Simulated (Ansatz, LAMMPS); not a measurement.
# Localised basis functions on glassy 53P2O5-24SrO-24Li2O (mol %) (83 atoms), part 2 of 2

Wanted: errors and times of a linear-scaling basis for glassy 53P2O5-24SrO-24Li2O (mol %) (83 atoms). A setting counts as converged where the r.m.s. difference of forces stays under 1 % of the r.m.s. force.

Ansatz 0.2.0; Kohn-Sham DFT, PBE, PAW (set soft_2), plane waves.

The cell: 18 P, 4 Sr, 8 Li and 53 O. The quench rate of 20 K/ps far exceeds what a furnace or splat quench reaches. The starting topology of bonds comes from the classical model. Sampling is at Γ alone, for a cell whose shortest periodic width is 10 Å.

So far. Step 4 (Support functions low): Forces differ from the reference by 0.91 meV/Å r.m.s., 0.083 % of their size, well within a tolerance of 1 %; the energy by -4.9 meV/atom. It took roughly 5.8 times the reference's time (one timing each, with unlike analyses asked), in 13 cycles against 9.

**5. Support functions medium**

With localised support functions most steps grow linearly with size, though the diagonalisation grows faster unless the density matrix is cut; this run measures error and cost at this size. Besides, the program derives a nominal cutoff of 464 eV for this run, against the reference's 420.

This step: Kohn-Sham DFT, PBE, PAW (set soft_2), localised support functions (medium) (Ansatz 0.2.0).

Input file input.yaml:

```yaml
crystal:
  lattice:
    - [10.40597, 0.0, 0.0]
    - [0.0, 10.40597, 0.0]
    - [0.0, 0.0, 10.40597]
  atoms:
    [... the 83 atom lines of step 3 ...]
kpoints:
  mp_grid: { grid: [1, 1, 1] }
hamiltonian:
  xc: pbe
scf:
  occupations: { method: fixed }
  eigensolver: { kind: { support_functions: { accuracy: medium } } }
  max_iter: 150
output:
  forces: true
  eigenvalues: true
```

The run is started by

```console
ansatz run input.yaml --threads 4 --pin off --max-ram 8192MiB --backend cpu --events-out ev --progress --plain --runs-dir out
```

Log:

```text
[...]
Warning: basis.ecutwfc = 464 eV, auto-derived: no grid that the accuracy of the support functions lays serves the files at the lower one that their records recommend; a deck with other species or settings can derive another value
[...]
Crystal: 83 atoms, lattice volume = 1126.802 Å³
Basis set: ecut = 464 eV, 25677 PW (Γ), exchange–correlation on 150×150×150 points (8 copies of the dense FFT grid, shifted against one another)
Bands: 284, of which v1, the nominal top of the filled ones, is band 236 counted from 1 (235 counted from 0)
Symmetry: 1 space group operations
k-points: 1
[...]
SCF iter   1: F=—  HF=-59509.141776 eV  |F-HF|=—  |Δ(HF+E_count)|=         —  Δρ=1.12e-1  dr2=1.75e2  ethr=1.00e-1
[...]
SCF iter  13: F=—  HF=-59538.233783 eV  |F-HF|=—  |Δ(HF+E_count)|=   1.89e-3  Δρ=1.44e-5  dr2=4.99e-6  ethr=3.96e-9  κ⁻¹=2.6e-5(r=7)
SCF iter  14: F=-59538.235326 eV  HF=-59538.235326 eV  |F-HF|=2.37e-7  |Δ(HF+E_count)|=   1.54e-3  Δρ=5.94e-6  dr2=1.16e-6  ethr=1.06e-9
SCF 1 converged in 14 iterations: F = -59538.256514 eV  dr2 = 1.16e-6
[...]
SCF converged after 14 iterations
[...]
Free energy (F): -59538.256514 eV
[...]
Internal energy: -59538.256514 eV  (E = F + TS)
E sigma→0 (E₀):  -59538.256514 eV
Fermi energy:    4.334016 eV
[...]
Σ components = -59538.256514   (vs F -59538.256514, Δ=0.00e0)
--- Forces (eV/Å), atoms counted from 1 ---
  atom   1  P     -0.32891433    -0.49622102    -1.24424200
  atom   2  P      2.08825108    -0.71172093    -0.12280007
  atom   3  P      1.51641678     1.12180261    -2.18341678
  atom   4  P      2.18049391    -1.97604695     1.71515718
[...]
atom  83  O      1.03051810    -1.17820726    -1.67938726
  max |Σ_I F_I| component: 3.90e-3 eV/Å
--- Band table (eV) ---
[...]
```

The job ended after 96 s (4 threads of Arm Neoverse V2, shared host; peak memory 3.3 GiB; 6.2 min of CPU time).

Keys that differ from the reference: support_functions.accuracy = "medium" and scf.max_iter = 150.

Forces differ from the reference by 0.84 meV/Å r.m.s., 0.076 % of their size, well within a tolerance of 1 %; the energy by -4.9 meV/atom. It took roughly 6.3 times the reference's time (one timing each, with unlike analyses asked), in 14 cycles against 9.

**6. Support functions medium, radius 3.11 Å**

The radius confines each support function; a larger one gives more freedom and more work per atom.

input.yaml, the sections that differ from step 5:

```yaml
scf:
  occupations: { method: fixed }
  eigensolver: { kind: { support_functions: { accuracy: medium, radius: 3.11 } } }
  max_iter: 150
# crystal, kpoints, hamiltonian, output: as in step 5
```

Log:

```text
Warning: scf.eigensolver.kind.support_functions: disabling space-group detection — the functions' gradient is summed over unrotated k-points, so no spatial operation reduces the k-mesh or symmetrises the density; time reversal is kept, so that k and −k are solved as one point where they differ and the mesh holds both, and exact exchange and, on two spinor components, a DFT+U term hold to it where the run has them: [...]
Warning: basis.ecutwfc = 464 eV, auto-derived: no grid that the accuracy of the support functions lays serves the files at the lower one that their records recommend; a deck with other species or settings can derive another value
settings of this run that can trade accuracy for cost: scf.eigensolver.kind.support_functions [...]
Engine: ansatz 0.2.0, aarch64-unknown-linux-gnu
Pseudopotentials: kind: paw
Pseudopotential: P, paw, valence charge 5, recommended cutoff 420 eV (normal), P.paw.azcp
Pseudopotential: Sr, paw, valence charge 10, recommended cutoff 420 eV (normal), Sr.paw.azcp
Pseudopotential: Li, paw, valence charge 3, recommended cutoff 420 eV (normal), Li.paw.azcp
Pseudopotential: O, paw, valence charge 6, recommended cutoff 420 eV (normal), O.paw.azcp
[... 5 lines on functional and potentials left out ...]
Error: SCF: the radius of support functions is under 3.48 Å, the least for these sites at the functions' level (scf.eigensolver.kind.support_functions.accuracy). Use scf.eigensolver.kind: auto, or type scf.eigensolver.kind.support_functions.radius at least as long, [...]
```

Run time: 4.6 s. Hardware: 4 threads; peak memory 0.29 GiB.

The program refuses radii under 3.48 Å for these atoms at this level.

**7. All settings compared**

Each row is set against the plane-wave reference (Kohn-Sham DFT, PBE, PAW (set soft_2), plane waves; r.m.s. force component 1.10 eV/Å). Energies are set beside the reference only for runs with its functional, potentials and electron count. Times are for 4 threads of Arm Neoverse V2, shared host. The reference's time includes the DOS, ELF, the stress and grids, which some other runs skip.

```csv
run,"Δ force, r.m.s. (meV/Å)",share of r.m.s. force (%),Δ energy (meV/atom),Δ gap (eV),cycles,time,host memory (GiB)
reference,-,-,-,-,9,15 s,1.3
support functions low,0.91,0.0826,-4.86,-3.0e-4,13,89 s,3.3
support functions medium,0.836,0.0758,-4.86,-4.0e-4,14,96 s,3.3
```

**8. The reference in detail**

With the settings judged, the reference run is read for its physics.

Neighbours are counted within 2.02 Å (O-P), 2.43 Å (O-Li), 3.08 Å (O-Sr).

Length of the force by element and coordination:

```csv
element,coordination,atoms,mean length of the force (eV/Å),spread,least,most
Li,all,8,1.00,0.285,0.676,1.56
Li,3,3,1.20,0.268,0.919,1.56
Li,4,5,0.885,0.222,0.676,1.28
O,all,53,1.55,0.712,0.247,3.28
O,1,3,0.685,0.347,0.364,1.17
O,2,32,1.55,0.720,0.247,3.28
O,3,14,1.58,0.541,0.578,2.43
O,4,4,2.11,0.751,1.02,3.06
P,all,18,2.58,0.904,0.877,4.44
P,4,17,2.68,0.828,1.04,4.44
P,5,1,0.877,0,0.877,0.877
Sr,all,4,1.10,0.329,0.640,1.53
Sr,5,2,0.813,0.173,0.640,0.986
Sr,6,1,1.53,0,1.53,1.53
Sr,7,1,1.24,0,1.24,1.24
```

Löwdin charges by element and coordination (they lack the spilled electrons, 0.096 e an atom on average):

```csv
element,coordination,atoms,mean charge (e),spread,least,most
Li,all,8,0.756,0.0099,0.742,0.771
Li,3,3,0.756,0.0117,0.742,0.771
Li,4,5,0.756,0.0086,0.744,0.770
O,all,53,-0.851,0.0943,-0.993,-0.713
O,1,3,-0.876,0.0196,-0.904,-0.861
O,2,32,-0.796,0.0786,-0.942,-0.713
O,3,14,-0.935,0.0326,-0.987,-0.883
O,4,4,-0.973,0.0284,-0.993,-0.924
P,all,18,2.22,0.0359,2.15,2.30
P,4,17,2.22,0.0369,2.15,2.30
P,5,1,2.22,0,2.22,2.22
Sr,all,4,1.78,0.008,1.78,1.80
Sr,5,2,1.78,0.0011,1.78,1.78
Sr,6,1,1.80,0,1.80,1.80
Sr,7,1,1.78,0,1.78,1.78
```

States in the cell by windows of 1 eV, zero at the Fermi level; the larger projections on atomic orbitals stand beside the total:

```csv
from (eV),to (eV),total,O p,P p,O s,Sr p
-18,-17,10.0,0.2,1.0,4.1,4.5
-17,-16,19.5,0.4,0.3,1.2,17.5
-16,-15,0.8,0.0,0.0,0.0,0.8
-15,-14,5.2,2.9,0.6,0.7,0.0
-14,-13,4.8,2.9,0.7,0.6,0.0
-13,-12,9.8,6.1,1.8,0.9,0.0
-12,-11,10.2,6.9,2.3,0.5,0.0
-11,-10,8.0,5.5,2.0,0.2,0.0
-10,-9,1.9,1.3,0.2,0.3,0.0
-9,-8,2.2,1.6,0.3,0.2,0.0
-8,-7,18.6,13.6,1.7,2.2,0.0
-7,-6,41.6,32.1,3.7,3.8,0.1
-6,-5,36.7,30.8,2.2,2.1,0.0
-5,-4,44.1,39.1,1.9,1.4,0.1
-4,-3,45.5,41.5,1.5,0.8,0.1
-3,-2,44.1,41.2,1.2,0.4,0.0
-2,-1,36.4,34.9,0.5,0.1,0.0
-1,0,7.9,7.6,0.1,0.0,0.0
0,1,1.0,1.0,0.0,0.0,0.0
1,2,0.0,0.0,0.0,0.0,0.0
2,3,2.2,0.3,0.4,0.4,0.0
3,4,3.9,0.4,0.6,0.6,0.0
4,5,17.0,1.3,2.2,1.5,0.0
```

The curve was stored every 0.10 eV, coarse against its broadening of 0.08 eV, so these counts are rough.

With fixed occupations the program's Fermi level is the highest filled level; weight inside the gap is the broadening of levels at its edges.

Between -26 and -18 eV lie 100 more states.

The levels nearest the highest filled one (over half full), pooled over k-points and spins:

```csv
level less the highest filled one (eV),occupation
-1.13,2
-0.997,2
-0.925,2
-0.723,2
-0.433,2
0,2
2.40,0
3.08,0
3.85,0
4.12,0
4.21,0
4.31,0
```

Valence density in the ac plane at fractional y = 0.465, with atoms of P and Sr and Li and O within 0.2 Å of it. It is the smooth field of the valence electrons, not physical close to the nuclei.

Values in e/Å³, 13 rows by 16 columns, each cell a mean:
```
0.6 0.6 0.2 0.2 0.7 0.4 0.1 0.1 0.1 0.1 0.0 0.0 0.1 0.1 0.0 0.1
0.0 0.0 0.0 0.0 0.0 0.5 0.7 0.0 0.1 0.1 0.1 0.2 0.6 0.3 0.0 0.0
0.0 0.0 0.0 0.1 0.1 0.3 0.3 0.0 0.0 0.0 0.0 0.3 0.9 0.4 0.1 0.0
0.3 0.5 0.3 0.6 2.6 1.6 0.1 0.0 0.0 0.0 0.0 0.1 0.1 0.1 0.0 0.1
1.1 1.9 0.8 1.2 4.1 2.6 0.2 0.0 0.0 0.0 0.0 0.0 0.0 0.0 0.0 0.1
0.3 0.6 0.5 0.4 0.4 0.2 0.1 0.1 0.2 0.1 0.0 0.0 0.0 0.0 0.0 0.0
0.0 0.1 0.4 0.3 0.1 0.0 0.1 0.3 0.5 0.4 0.2 0.1 0.0 0.0 0.0 0.0
0.1 0.1 0.2 0.1 0.0 0.1 0.4 0.9 0.4 1.0 3.0 1.8 0.2 0.2 0.6 0.3
0.1 0.1 0.1 0.1 0.0 0.2 2.2 3.1 0.7 0.6 2.6 1.6 0.3 0.7 2.9 1.4
0.1 0.2 0.6 0.3 0.0 0.1 0.7 0.9 0.2 0.1 0.1 0.2 0.1 0.3 0.6 0.3
0.1 0.3 1.0 0.6 0.1 0.0 0.1 0.4 1.0 0.4 0.1 0.1 0.1 0.1 0.0 0.0
0.4 0.8 0.5 0.6 0.8 0.3 0.2 1.7 2.3 1.8 0.2 0.1 0.1 0.8 0.6 0.1
2.3 2.6 0.7 1.1 3.1 1.5 0.2 0.8 1.7 0.8 0.1 0.0 0.0 2.2 1.8 0.3
```
Columns run along a (10.4 Å), rows up along c (10.4 Å). Atoms in or near the plane, at fractional coordinates: P at (0.18, 0.10), P at (0.53, 0.44), Sr at (0.52, 0.09), Li at (0.86, 0.05), O at (0.29, 0.67).

ELF in the ac plane at fractional y = 0.465, with atoms of P and Sr and Li and O within 0.2 Å of it. It is the smooth field of the valence electrons, not physical close to the nuclei.

Ten even steps from '_' (0.01 × 1e-1) to '@' (9.86 × 1e-1), each cell a mean:
```
%%%%%%**::..==##%%%%**::____......____________________..**
++****--..__::++++==..________..::::..____::----::..____::
..::::..____________::==..__..::--::____::++####++--______
__________________..**%%::____....______==##%%%%##==..____
____________..::::__..::______________..==##%%%%##==..____
::--::......==**##**==..________________::++##**++::______
++**++==----**####%%%%++______....________::====::______--
########====####==**%%**..__________________....______::**
%%######--::####**##%%++______________________________--**
**####**--..++**####**::______________________________::++
------::----::::::::..______........____________________..
______::++++==..________..::------::........______________
____..==**##**--______..::::::....--==++**==______..::::__
..__..--++++==::____::--++++..__..**##%%%%**::__::++****==
--______......____..++######**----####**####::::++##%%%%##
==________________--##%%######++::**%%####**::--**####%%%%
--__..::----..____::##%%%%####==..--**##**--..--**##%%%%##
..__--**##**--..____==##%%##++::____..::......::--++####++
____==####**==..______::::::......________......__..----..
____::++##**==..________..==**####==____..::::..__________
::::::----::::----::..__==%%##**%%%%--____....__________..
******++..__--####**==__++%%++..**%%++__________--**::__==
%%######==::**%%##%%##..--%%##**%%%%==________..%%@@++..**
%%######==--**####%%##--..==####**==..__________++##::..##
```
Columns run along a (10.4 Å), rows up along c (10.4 Å). Atoms in or near the plane, at fractional coordinates: P at (0.18, 0.10), P at (0.53, 0.44), Sr at (0.52, 0.09), Li at (0.86, 0.05), O at (0.29, 0.67).

Mean Löwdin charges: Li +0.76, O -0.85, P +2.22, Sr +1.78 e (they miss 1.7 % of the electrons, so they add up to more than the cell's charge).

**9. Local order**

Bonds and neighbours are counted at the geometry of the runs.

Density 2.67 g/cm³, 13.58 Å³ an atom.

Pair distribution functions g(r), in bins of 0.2 Å:

```csv
r (Å),total,O-O,O-P,O-Li,O-Sr,P-P,P-Li
1.40,1.20,0.00,4.32,0.00,0.00,0.00,0.00
1.60,2.83,0.00,10.24,0.00,0.00,0.00,0.00
1.80,0.00,0.00,0.00,0.00,0.00,0.00,0.00
2.00,0.71,0.00,0.00,5.76,0.00,0.00,0.00
2.20,0.27,0.12,0.00,1.56,0.00,0.00,0.00
2.40,1.41,3.20,0.00,0.00,1.43,0.00,0.00
2.60,1.27,2.41,0.07,0.31,3.13,0.00,0.00
2.80,0.31,0.32,0.06,0.39,1.90,0.00,0.00
3.00,0.65,0.73,0.26,0.47,0.49,1.75,2.35
3.20,1.01,1.03,0.27,0.93,0.63,3.94,3.33
3.40,0.98,1.03,0.68,1.09,0.37,0.23,3.00
3.60,1.12,1.03,1.54,1.05,0.48,0.00,0.98
3.80,1.09,0.71,1.88,0.95,0.44,0.37,0.44
4.00,1.31,0.86,2.33,1.19,1.19,0.35,1.38
4.20,0.96,0.73,0.91,1.81,1.21,1.41,0.87
4.40,1.15,1.04,1.00,1.64,1.63,1.86,0.80
4.60,1.04,0.98,1.06,1.45,0.91,0.78,1.17
4.80,1.07,1.30,0.98,0.46,1.10,1.69,1.08
5.00,0.97,1.20,0.64,0.59,1.51,1.56,0.88
```

Bonds by pair of elements; cutoffs follow the first minimum of g(r), held within bounds set by covalent radii, and pairs that aren't listed don't count as bonded:

```csv
pair A-B,cutoff (Å),bonds,mean length (Å),spread (Å),shortest (Å),B about A,A about B
O-P,2.02,73,1.54,0.044,1.48,1.38,4.06
O-Li,2.43,29,2.06,0.087,1.95,0.547,3.62
O-Sr,3.08,23,2.67,0.163,2.41,0.434,5.75
```

How many atoms have how many bonded neighbours:

```csv
element,mean,1,2,3,4,5,6,7
Li,3.62,0,0,3,5,0,0,0
O,2.36,3,32,14,4,0,0,0
P,4.06,0,0,0,17,1,0,0
Sr,5.75,0,0,0,0,2,1,1
```

Oxygen atoms by the number of network formers (Si, P, Ge, B, Al, As, Ga) bound to them:

```csv
network formers bound to O,O atoms,per cent
0,0,0
1,33,62.3
2,20,37.7
```

Network units: each former by its oxygen neighbours and how many of them bridge to another former:

```csv
former,O neighbours,bridging O,atoms
P,4,1,4
P,4,2,8
P,4,3,5
P,5,5,1
```

Rings of the network by King's shortest-path rule, up to 12 atoms, one path for each pair of neighbours; H, halogens, alkali and alkaline-earth atoms are left out:

```csv
ring size (atoms),rings,per network atom
10,1,0.014
```

First main peaks of g(r), for some of the pairs, lie near 2.5 Å (O-O), 1.5 Å (O-P), 2.0 Å (O-Li), 2.6 Å (O-Sr), 3.1 Å (P-P) and 3.3 Å (P-Li). With the cutoffs above, 62 % of Li atoms have 4, 60 % of O atoms have 2, 94 % of P atoms have 4 and 50 % of Sr atoms have 5 bonded neighbours. 38 % of the oxygens bridge two formers and 62 % are non-bridging. The commonest P unit has 4 oxygens, 2 of them shared with other formers (8 of 18 atoms). All rings counted have 10 atoms.

A closer look about Sr21, one of the 4 Sr atoms: 8 atoms, nearest first, numbered in the order of the input, with positions taken from that point.

```csv
atom,x,y,z,distance (Å),bonds,Löwdin charge (e),Fx,Fy,Fz (eV/Å)
Sr21,0.00,0.00,0.00,0.00,6,1.80,0.85,0.06,1.28
O45,0.42,-1.40,-1.96,2.45,3,-0.97,-1.31,0.90,0.72
O66,0.68,2.20,1.17,2.58,3,-0.96,-1.46,-0.19,0.65
O42,-2.48,0.31,-0.74,2.60,3,-0.90,0.99,-0.16,0.04
O70,-0.91,-0.45,2.43,2.63,2,-0.90,-0.38,0.51,-0.40
O36,2.39,-1.35,0.89,2.88,4,-0.99,-1.29,-0.15,-2.77
O63,2.57,1.50,-0.18,2.98,4,-0.99,1.00,-1.76,-1.40
Li25,-1.56,-0.51,-2.55,3.04,4,0.74,-0.47,-0.40,-0.73
```

**10. Outcome**

| Property | Result |
| --- | --- |
| free energy per atom | -717.3235 eV/atom |
| pressure | 2.478 GPa |
| r.m.s. force component | 1.102 eV/Å |
| gap (highest filled to lowest empty level) | 2.396 eV |
| wall time of the 3 DFT runs | 3.3 min |

What this shows: Against plane waves at 420 eV, the forces differ by 0.84 meV/Å (0.076 %) with support functions medium. At 83 atoms the fastest of the runs at a preset level, support functions low, takes roughly 5.8 times the time of plane waves (whose run also made extra analyses), in 13 SCF cycles against 9. Differences between support functions and plane waves include what basis error the plane-wave run still has.

Between filled and empty levels lie 2.40 eV (at Γ alone); a semilocal functional tends to put such gaps too low. In a disordered cell it changes from sample to sample, and tail or defect levels can set it. With the cutoffs above, 62 % of Li atoms have 4, 60 % of O atoms have 2, 94 % of P atoms have 4 and 50 % of Sr atoms have 5 bonded neighbours. 38 % of the oxygens bridge two formers and 62 % are non-bridging.

**Limits.** The geometry was minimised with a classical potential and isn't relaxed at this level: its force components are 1.1 eV/Å r.m.s. The pressure of 2.5 GPa belongs to unrelaxed atoms and would change as they relax.

[Long decimals in the printed logs are rounded to 6 places.]

[Logs are printed without paths, hosts, clocks, repeated set-up lines and the standing remarks that a program may print on its own settings, such as how far it seeks lower states.]

[Hosts, paths, dates, database ids (printed as entryN), source tags and the programs' standing remarks are cut or masked in the printed files.]
